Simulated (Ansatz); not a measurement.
# Mg (P6_3/mmc, 2 atoms in the cell): modes against biaxial strain in the (0001) plane, that of a and b, part 2 of 2

Wanted: the shifts of the zone-centre modes of Mg (P6_3/mmc, 2 atoms in the cell) with strain.

Ansatz 0.2.0; DFT LDA, scalar-relativistic, plane waves, PAW; PAW set soft_1.

So far. Step 3 (Tight relaxation): The forces vanish by symmetry and the pressure is -0.001 GPa, within the tolerances set. The cell now holds 21.60 Å³/atom.

## (4) Modes at rest

The force constants come from the linear response of the density to a displacement.

The modes at rest are the reference of the series.

The input, input.yaml:

```yaml
crystal:
  lattice:
    - [3.1486847694, 0.0, 0.0]
    - [-1.5743423847, 2.7268409988, 0.0]
    - [0.0, 0.0, 5.0315838005]
  atoms:
    - { symbol: Mg, position: [0.3333333333, 0.6666666667, 0.25] }
    - { symbol: Mg, position: [0.6666666667, 0.3333333333, 0.75] }
kpoints:
  mp_grid: { grid: [15, 15, 8] }
hamiltonian:
  xc: lda
  pseudopotentials: { kind: paw, azcp: { folder: soft_1 }, xc_functional: pbe }
scf:
  occupations: { method: methfessel_paxton, width: 0.2 }
output:
  eigenvalues: true
phonons:
  method: dfpt
```

Launch:

```
$ ansatz run input.yaml --threads 4 --pin off --max-ram 10240MiB --backend cpu --events-out ev --progress --plain --runs-dir out
```

Numbers of over 12 decimals in the logs are rounded to 6 here.

Log:

```text
zone centre: on kpoints.mp_grid the ground state, and the responses unless they are solved on pairs of k-points, stand on 320 of the mesh's 1800 k-points, reduced under 4 symmetry operations, with k and −k counted as one. Each operation leaves every solved displacement unchanged or reverses it
[...]
Crystal: 2 atoms, lattice volume = 43.201 Å³
Basis set: ecut = 420 eV, 845 PW (Γ), exchange–correlation on 48×48×72 points (8 copies of the dense FFT grid, shifted against one another)
Bands: 14, of which v1, the nominal top of the filled ones, is band 10 counted from 1 (9 counted from 0)
Symmetry: 24 space group operations
k-points: 320 of 1800 (irreducible under 4 space group operations, time reversal used)
[...]
SCF iter   1: F=—  HF=-3803.257954 eV  |F-HF|=—  |Δ(HF+E_count)|=         —  Δρ=1.50e-2  dr2=1.08e-1  ethr=3.10e-3  ⟨swp⟩=5.0  Hψ=22559  notcnv=0
[...]
SCF iter   7: F=-3803.208489 eV  HF=-3803.208489 eV  |F-HF|=9.09e-13  |Δ(HF+E_count)|=  4.55e-13  S|Δr|=    0.00e0  Δρ=4.73e-9  dr2=9.28e-15  ethr=1.00e-12  ⟨swp⟩=6.0  Hψ=21114  notcnv=0
SCF 1 converged in 7 iterations: F = -3803.208489 eV  dr2 = 9.28e-15
[...]
DFPT response loops at Γ: preconditioner auto → Kerker (q_TF=auto, 2.400 Å⁻¹) (partly filled bands, converged f_vac=0.000); β = 1.00, the filter's whole step (`scf.mixing.beta` (0.50) is not read by the response loops under this deck's `scf.mixing.preconditioner`; to damp them name `kerker` or `kerker_dos`, under which they read `scf.mixing.beta`, and type it under 1.00, their step now; both keys bind the ground state too); Broyden in place of MSR1
SCF converged after 7 iterations
[...]
Free energy (F): -3803.208489 eV
[...]
Internal energy: -3803.206762 eV  (E = F + TS)
E sigma→0 (E₀):  -3803.208057 eV
Entropy (-TS):   -0.001727 eV (-0.864 meV/atom)
Fermi energy:    5.916512 eV
[...]
--- Band table (eV; the first three rows and the last of 320) ---
  k-point 0: bands = [... 6 lower, -36.7402, -36.7402, -1.2586, 4.2664, 4.8013, 16.9878, 16.9878, 17.1161]
  k-point 1: bands = [... 6 lower, -36.7405, -36.7405, -1.1653, 3.1831, 6.0424, 17.0597, 17.0597, 17.1763]
  k-point 2: bands = [... 6 lower, -36.7412, -36.7412, -0.8858, 2.0329, 7.6661, 15.4988, 17.2667, 17.2667]
  k-point 319: bands = [... 6 lower, -36.7484, -36.7484, 3.4342, 3.4342, 8.4232, 8.4232, 9.9333, 9.9333]
--- Phonons (Γ-DFPT): 2 representative perturbations + reference, on 320 of 1800 k-points (Σ response iterations 6) ---
  k mesh reduced under 4 symmetry operations, with k and −k counted as one. Each operation leaves every solved displacement unchanged or reverses it
  ASR residual: 2.661e-6 → 0.000e0 eV/Å²; symmetrization residual: 8.107e-13 eV/Å²
  ASR residual per site (eV/Å²): 2.66e-6 2.66e-6
  Γ frequencies (cm⁻¹): 0.00 0.00 0.00 133.13 133.13 260.89
  non-analytic LO–TO correction: not included (Born effective charges unavailable; polar crystals: no LO–TO splitting at Γ)
```

The job ended after 22 s (4 threads of Intel Xeon at 2.50GHz (Skylake/Cascade Lake), shared host; peak memory 0.71 GiB; 76 s of CPU time).

Reading the cycles: dr2 is the Hartree energy of the density residual (eV), the measure of convergence; HF is the Harris–Foulkes estimate of the energy, which meets the free energy F at convergence.

This step gave:

```
sum-rule residual before enforcement                    : 2.66e-6 eV/Å²
point group                                             : 6/mmm
highest optical mode at the zone centre (no LO-TO term) : 260.9 cm⁻¹
lowest optical zone-centre mode                         : 133.1 cm⁻¹
```

Patterns of degenerate modes are one choice out of their space. Modes at Γ:

```csv
mode,frequency (cm⁻¹),symmetry
1,0.0,acoustic
2,0.0,acoustic
3,0.0,acoustic
4,133.1,E2g
5,133.1,E2g
6,260.9,B1g
```

Displacements in mode 5 (133.1 cm⁻¹), the largest set to 1:
```
Mg1  1.00  0.00  0.00
Mg2 -1.00  0.00  0.00
```

Displacements in mode 6 (260.9 cm⁻¹), the largest set to 1:
```
Mg1  0.00  0.00 -1.00
Mg2  0.00  0.00  1.00
```

Before it was imposed, the acoustic sum rule was missed by 2.7e-6 eV/Å². Small misses are needed for a sound result but don't prove that mesh and cutoff are converged. The lowest optical mode is real, 133 cm⁻¹.

## (5) A member of the series: biaxial strain of +4 % in the (0001) plane, that of a and b

The cell takes a biaxial strain of +4 % in the (0001) plane, that of a and b. The strained lengths are held, while the rest of the cell and the atoms relax.

input.yaml, the sections that differ from step 4:

```yaml
crystal:
  lattice:
    - [3.2746321602, 0.0, 0.0]
    - [-1.6373160801, 2.8359146388, 0.0]
    - [0.0, 0.0, 4.9718594406]
  atoms:
    - { symbol: Mg, position: [0.3333333333, 0.6666666667, 0.25] }
    - { symbol: Mg, position: [0.6666666667, 0.3333333333, 0.75] }
output:
  forces: true
  stress: true
  eigenvalues: true
relax:
  adjacent_minimum: "off"
  f_tol: 0.001
  max_steps: 60
  cell: { stress_tol: 0.01, fix: [a, b, gamma] }
# kpoints, hamiltonian, scf: as in step 4
# phonons: removed
```

Log:

```text
[...]
Crystal: 2 atoms, lattice volume = 46.172 Å³
Basis set: ecut = 420 eV, 929 PW (Γ)
Bands: 14, of which v1, the nominal top of the filled ones, is band 10 counted from 1 (9 counted from 0)
Symmetry: 24 space group operations
[...]
k-points: 135 of 1800
[...]
k-point 134: bands = [... 6 lower, -37.3518, -37.3518, 5.4560, 5.4560, 6.0508, 6.0508, 6.6245, 6.6245]
--- Relaxed structure (3 steps of the walk, 3 accepted, 1 SCFs on fresh bases) ---
[...]
cell:  # Å, volume = 45.9721 Å³
    - [3.274632, 0, 0]
    - [-1.637316, 2.835915, 0]
    - [0, 0, 4.950386]
  atoms:
    - { symbol: Mg, position: [0.333333, 0.666667, 0.25] }
    - { symbol: Mg, position: [0.666667, 0.333333, 0.750000] }
[key lines of the parts left out:]
SCF converged after 4 iterations
Free energy (F): -3803.173573 eV
Fermi energy:    5.381931 eV
P = ⅓ Tr σ = -1.9971 GPa (-19.971 kbar)
```

It took 9.1 s on 4 threads; peak memory 0.41 GiB.

Step by step:

| step | energy less that of the first step (eV) | largest force component (eV/Å) | pressure (GPa) | volume (Å³) |
| --- | --- | --- | --- | --- |
| 1 | 0.0000 | 0.0000 | -2.15 | 46.17 |
| 2 | -0.0002 | 0.0000 | -2.04 | 46.03 |
| 3 | -0.0002 | 0.0000 | -2.00 | 45.97 |
| 4* | -0.0002 | 0.0000 | -2.00 | 45.97 |

Relaxation steps marked * repeat the geometry before them on a plane-wave basis chosen anew for their cell, so energy and pressure can jump there.

Forces are held to the 24 operations that the run works with; a distortion that breaks them can't arise in this run.

```csv
"conventional cell, symmetrised",before,after,change
a (Å),3.275,3.275,+0.0 %
b (Å),3.275,3.275,+0.0 %
c (Å),4.972,4.950,-0.4 %
volume (Å³/atom),23.09,22.99,-0.4 %
```

The relaxed structure:

```xyz
2
Lattice="3.2746 0.0000 0.0000 -1.6373 2.8359 0.0000 0.0000 0.0000 4.9504" Properties=species:S:1:pos:R:3 pbc="T T T"
Mg    0.0000    1.8906    1.2376
Mg    1.6373    0.9453    3.7128
```

Numbers from this step:

* pressure: -1.997 GPa
* volume per atom: 22.99 Å³

The forces vanish by symmetry.

## (6) Modes of this member: biaxial strain of +4 % in the (0001) plane, that of a and b

The zone-centre modes follow for biaxial strain of +4 % in the (0001) plane, that of a and b.

input.yaml, the sections that differ from step 5:

```yaml
crystal:
  lattice:
    - [3.2746321602, 0.0, 0.0]
    - [-1.6373160801, 2.8359146388, 0.0]
    - [0.0, 0.0, 4.9503862518]
  atoms:
    - { symbol: Mg, position: [0.3333333333, 0.6666666667, 0.25] }
    - { symbol: Mg, position: [0.6666666667, 0.3333333333, 0.75] }
output:
  eigenvalues: true
phonons:
  method: dfpt
# kpoints, hamiltonian, scf: as in step 5
# relax: removed
```

Log:

```text
[...]
Crystal: 2 atoms, lattice volume = 45.972 Å³
Basis set: ecut = 420 eV, 929 PW (Γ), exchange–correlation on 48×48×72 points (8 copies of the dense FFT grid, shifted against one another)
Bands: 14, of which v1, the nominal top of the filled ones, is band 10 counted from 1 (9 counted from 0)
Symmetry: 24 space group operations
k-points: 320 of 1800 (irreducible under 4 space group operations, time reversal used)
[...]
SCF iter   1: F=—  HF=-3803.220318 eV  |F-HF|=—  |Δ(HF+E_count)|=         —  Δρ=1.44e-2  dr2=1.10e-1  ethr=3.10e-3  ⟨swp⟩=5.0  Hψ=22361  notcnv=0
[...]
SCF iter   7: F=-3803.173574 eV  HF=-3803.173574 eV  |F-HF|=4.55e-13  |Δ(HF+E_count)|=  1.36e-12  S|Δr|=    0.00e0  Δρ=7.66e-9  dr2=1.21e-14  ethr=1.00e-12  ⟨swp⟩=6.1  Hψ=21175  notcnv=0
SCF 1 converged in 7 iterations: F = -3803.173574 eV  dr2 = 1.21e-14
[...]
SCF converged after 7 iterations
[...]
Free energy (F): -3803.173574 eV
[...]
Internal energy: -3803.172415 eV  (E = F + TS)
E sigma→0 (E₀):  -3803.173284 eV
Entropy (-TS):   -0.001158 eV (-0.579 meV/atom)
Fermi energy:    5.381931 eV
[...]
--- Band table (eV; the first three rows and the last of 320) ---
  k-point 0: bands = [... 6 lower, -37.3503, -37.3444, -1.5061, 4.1575, 4.8053, 15.4058, 15.4058, 15.5461]
  k-point 1: bands = [... 6 lower, -37.3506, -37.3459, -1.4097, 3.0756, 6.0502, 15.4765, 15.4765, 15.6264]
  k-point 2: bands = [... 6 lower, -37.3514, -37.3503, -1.1212, 1.8915, 7.7227, 15.6546, 15.6853, 15.6853]
  k-point 319: bands = [... 6 lower, -37.3528, -37.3528, 2.9997, 2.9997, 7.6589, 7.6589, 9.0115, 9.0115]
[...]
ASR residual: 5.239e-6 → 0.000e0 eV/Å²; symmetrization residual: 3.304e-13 eV/Å²
  ASR residual per site (eV/Å²): 5.24e-6 5.24e-6
  Γ frequencies (cm⁻¹): 0.00 0.00 0.00 135.99 135.99 254.82
[...]
```

Elapsed: 23 s, on 4 threads; peak memory 0.74 GiB.

Numbers from this step:

```
sum-rule residual before enforcement                    : 5.24e-6 eV/Å²
highest optical mode at the zone centre (no LO-TO term) : 254.8 cm⁻¹
lowest optical zone-centre mode                         : 136.0 cm⁻¹
```

Patterns of degenerate modes are one choice out of their space. Modes at Γ:

```csv
mode,frequency (cm⁻¹),symmetry
1,0.0,acoustic
2,0.0,acoustic
3,0.0,acoustic
4,136.0,E2g
5,136.0,E2g
6,254.8,B1g
```

The lowest optical mode is real, 136 cm⁻¹, and the highest lies at 254.8 cm⁻¹.

Between step 4 and this run (strain 4 %) the value for the highest optical mode at the zone centre (no LO-TO term) moves from 261 cm⁻¹ to 255 cm⁻¹ (-2 %).

## (7) Relaxation of a member: biaxial strain of -4 % in the (0001) plane, that of a and b

The cell takes a biaxial strain of -4 % in the (0001) plane, that of a and b. The strained lengths are held, while the rest of the cell and the atoms relax.

input.yaml, the sections that differ from step 6:

```yaml
crystal:
  lattice:
    - [3.0227373786, 0.0, 0.0]
    - [-1.5113686893, 2.6177673588, 0.0]
    - [0.0, 0.0, 5.1358775169]
  atoms:
    - { symbol: Mg, position: [0.3333333333, 0.6666666667, 0.25] }
    - { symbol: Mg, position: [0.6666666667, 0.3333333333, 0.75] }
output:
  forces: true
  stress: true
  eigenvalues: true
relax:
  adjacent_minimum: "off"
  f_tol: 0.001
  max_steps: 60
  cell: { stress_tol: 0.01, fix: [a, b, gamma] }
# kpoints, hamiltonian, scf: as in step 6
# phonons: removed
```

Log:

```text
[...]
Crystal: 2 atoms, lattice volume = 40.639 Å³
Basis set: ecut = 420 eV, 761 PW (Γ)
Bands: 14, of which v1, the nominal top of the filled ones, is band 10 counted from 1 (9 counted from 0)
Symmetry: 24 space group operations
[...]
k-points: 135 of 1800
[...]
k-point 134: bands = [... 6 lower, -36.2225, -36.2225, 6.7122, 6.7122, 7.1027, 7.1027, 8.3780, 8.3780]
--- Relaxed structure (4 steps of the walk, 4 accepted, 1 SCFs on fresh bases) ---
[...]
cell:  # Å, volume = 41.0131 Å³
    - [3.022737, 0, 0.0]
    - [-1.511369, 2.617767, 0.0]
    - [0.0, 0.0, 5.183115]
  atoms:
    - { symbol: Mg, position: [0.333333, 0.666667, 0.25] }
    - { symbol: Mg, position: [0.666667, 0.333333, 0.75] }
[key lines of the parts left out:]
SCF converged after 4 iterations
Free energy (F): -3803.169508 eV
Fermi energy:    6.368973 eV
P = ⅓ Tr σ = 2.5195 GPa (25.195 kbar)
```

Wall time 9.9 s (4 threads); peak memory 0.4 GiB.

The steps of the relaxation:

```
step  energy less that of the first step (eV)  largest force component (eV/Å)  pressure (GPa)  volume (Å³)
   1                                   0.0000                          0.0000            2.91        40.64
   2                                  -0.0005                          0.0000            2.68        40.86
   3                                  -0.0006                          0.0000            2.54        41.00
   4                                  -0.0006                          0.0000            2.52        41.01
  5*                                  -0.0006                          0.0000            2.52        41.01
```

Relaxation steps marked * repeat the geometry before them on a plane-wave basis chosen anew for their cell, so energy and pressure can jump there.

Forces are held to the 24 operations that the run works with; a distortion that breaks them can't arise in this run.

| conventional cell, symmetrised | before | after | change |
| --- | --- | --- | --- |
| a (Å) | 3.023 | 3.023 | -0.0 % |
| b (Å) | 3.023 | 3.023 | -0.0 % |
| c (Å) | 5.136 | 5.183 | +0.9 % |
| volume (Å³/atom) | 20.32 | 20.51 | +0.9 % |

Final coordinates:

```
Mg
1.0
     3.02274    0.00000    0.00000
    -1.51137    2.61777    0.00000
     0.00000    0.00000    5.18311
Mg
2
Direct
  0.33333 0.66667 0.25000
  0.66667 0.33333 0.75000
```

Numbers from this step:

* pressure: 2.520 GPa
* volume per atom: 20.51 Å³

The forces vanish by symmetry.

## (8) Zone-centre modes of the member: biaxial strain of -4 % in the (0001) plane, that of a and b

The zone-centre modes follow for biaxial strain of -4 % in the (0001) plane, that of a and b.

input.yaml, the sections that differ from step 7:

```yaml
crystal:
  lattice:
    - [3.0227373786, 0.0, 0.0]
    - [-1.5113686893, 2.6177673588, 0.0]
    - [0.0, 0.0, 5.183114931]
  atoms:
    - { symbol: Mg, position: [0.3333333333, 0.6666666667, 0.25] }
    - { symbol: Mg, position: [0.6666666667, 0.3333333333, 0.75] }
output:
  eigenvalues: true
phonons:
  method: dfpt
# kpoints, hamiltonian, scf: as in step 7
# relax: removed
```

Log:

```text
[...]
Crystal: 2 atoms, lattice volume = 41.013 Å³
Basis set: ecut = 420 eV, 761 PW (Γ), exchange–correlation on 48×48×72 points (8 copies of the dense FFT grid, shifted against one another)
Bands: 14, of which v1, the nominal top of the filled ones, is band 10 counted from 1 (9 counted from 0)
Symmetry: 24 space group operations
k-points: 320 of 1800 (irreducible under 4 space group operations, time reversal used)
[...]
k-point 1: bands = [... 6 lower, -36.2056, -36.2056, -0.9488, 3.1614, 5.8321, 16.8980, 18.5895, 18.5895]
  k-point 2: bands = [... 6 lower, -36.2062, -36.2062, -0.6854, 2.0700, 7.3721, 14.8565, 18.7628, 18.7628]
  k-point 319: bands = [... 6 lower, -36.2214, -36.2214, 3.8364, 3.8364, 9.1870, 9.1870, 10.8458, 10.8458]
[...]
ASR residual: 1.152e-4 → 0.000e0 eV/Å²; symmetrization residual: 1.139e-12 eV/Å²
  ASR residual per site (eV/Å²): 1.15e-4 1.15e-4
  Γ frequencies (cm⁻¹): 0.00 0.00 0.00 123.47 123.47 254.31
[...]
[key lines of the parts left out:]
SCF converged after 8 iterations
Free energy (F): -3803.169508 eV
Fermi energy:    6.368973 eV
```

The job ended after 23 s (4 threads; peak memory 0.7 GiB).

Numbers from this step:

```yaml
sum_rule_residual_before_enforcement: 1.15e-4 eV/Å²
highest_optical_mode_at_the_zone_centre_no_lo_to_term: 254.3 cm⁻¹
lowest_optical_zone_centre_mode: 123.5 cm⁻¹
```

Patterns of degenerate modes are one choice out of their space. Modes at Γ:

```
mode  frequency (cm⁻¹)  symmetry
   1               0.0  acoustic
   2               0.0  acoustic
   3               0.0  acoustic
   4             123.5       E2g
   5             123.5       E2g
   6             254.3       B1g
```

The lowest optical mode is real, 123 cm⁻¹, and the highest lies at 254.3 cm⁻¹.

Between step 4 and this run (strain -4 %) the value for the highest optical mode at the zone centre (no LO-TO term) moves from 261 cm⁻¹ to 254 cm⁻¹ (-3 %).

## (9) All members side by side

The members are set side by side, also those not shown above.

Stress is positive in compression; energies are extrapolated to zero smearing, and E0 is that at rest; the edges not held and the atoms are relaxed in each cell; all runs use 15×15×8 k points and Methfessel-Paxton smearing of 0.2 eV. State of the crystal along the series:

```csv
strain (%),in-plane stress (GPa),free strain along c (%),E - E0 (meV/atom)
-4,3.778,3.012,19.58
-3,2.743,2.073,10.71
-2,1.797,1.236,4.612
-1,0.8832,0.5557,1.082
0,-0.001393,0,0
1,-0.8315,-0.4958,1.159
2,-1.641,-0.8538,4.475
3,-2.38,-1.187,9.988
4,-2.996,-1.614,17.39
```

Optical modes are counted from below at rest and tracked from member to member by their patterns, and modes that stay within 0.3 cm⁻¹ of each other stand once; labels, where given, are those at rest; the edges not held and the atoms are relaxed in each cell; all runs use 15×15×8 k points and Methfessel-Paxton smearing of 0.2 eV. Optical modes along the series:

```
strain (%)  optical mode 1 E2g (cm⁻¹)  optical mode 2 B1g (cm⁻¹)
        -4                      123.5                      254.3
        -3                      126.7                      257.2
        -2                      129.5                      259.7
        -1                      131.6                      260.9
         0                      133.1                      260.9
         1                      134.4                      260.1
         2                      134.9                      258.1
         3                      135.3                      255.9
         4                        136                      254.8
```

Value and slope at zero strain of a cubic (a lower polynomial where under five rows exist) through the rows within 2 % of rest. Slopes at rest:

| mode | frequency (cm⁻¹) | shift per percent of strain (cm⁻¹) | shift per GPa of compressive stress (cm⁻¹) |
| --- | --- | --- | --- |
| optical mode 1 E2g | 133.2 | 1.4 | -1.64 |
| optical mode 2 B1g | 261 | -0.4 | 0.47 |

## (10) Outcome

```yaml
members: 9
highest_optical_mode_at_the_zone_centre_no_lo_to_term_at_rest: 260.9 cm⁻¹
biaxial_modulus_in_the_0001_plane_that_of_a_and_b: 85.7 GPa
optical_mode_1_e2g_shift_per_percent: 1.40 cm⁻¹
optical_mode_2_b1g_shift_per_percent: -0.40 cm⁻¹
```

What this shows: The stress changes by 0.86 GPa for each percent, a biaxial modulus of 86 GPa in the (0001) plane, that of a and b. For each percent the free edge responds with -0.53 %. Within 2 % of rest optical mode 1 E2g and optical mode 2 B1g bend away from a straight line, so a single slope holds only near rest. These are harmonic frequencies at zero temperature: anharmonic shifts, linewidths and thermal expansion are left out. With no gap, or one that is small against the smearing, the frequencies hang on the k mesh and the smearing, most of all near Kohn anomalies. The PAW files were made for PBE; the program adapts parts of them to the functional of the run, but their partial waves stay those of PBE, an approximation that was not tested in this session. Only the zone centre was solved, so an instability at another wavevector cannot show here.

[Logs are printed without paths, hosts, clocks, repeated set-up lines and the standing remarks that a program may print on its own settings, such as how far it seeks lower states.]

[Hosts, paths, dates, database ids (printed as entryN), source tags and the programs' standing remarks are cut or masked in the printed files.]
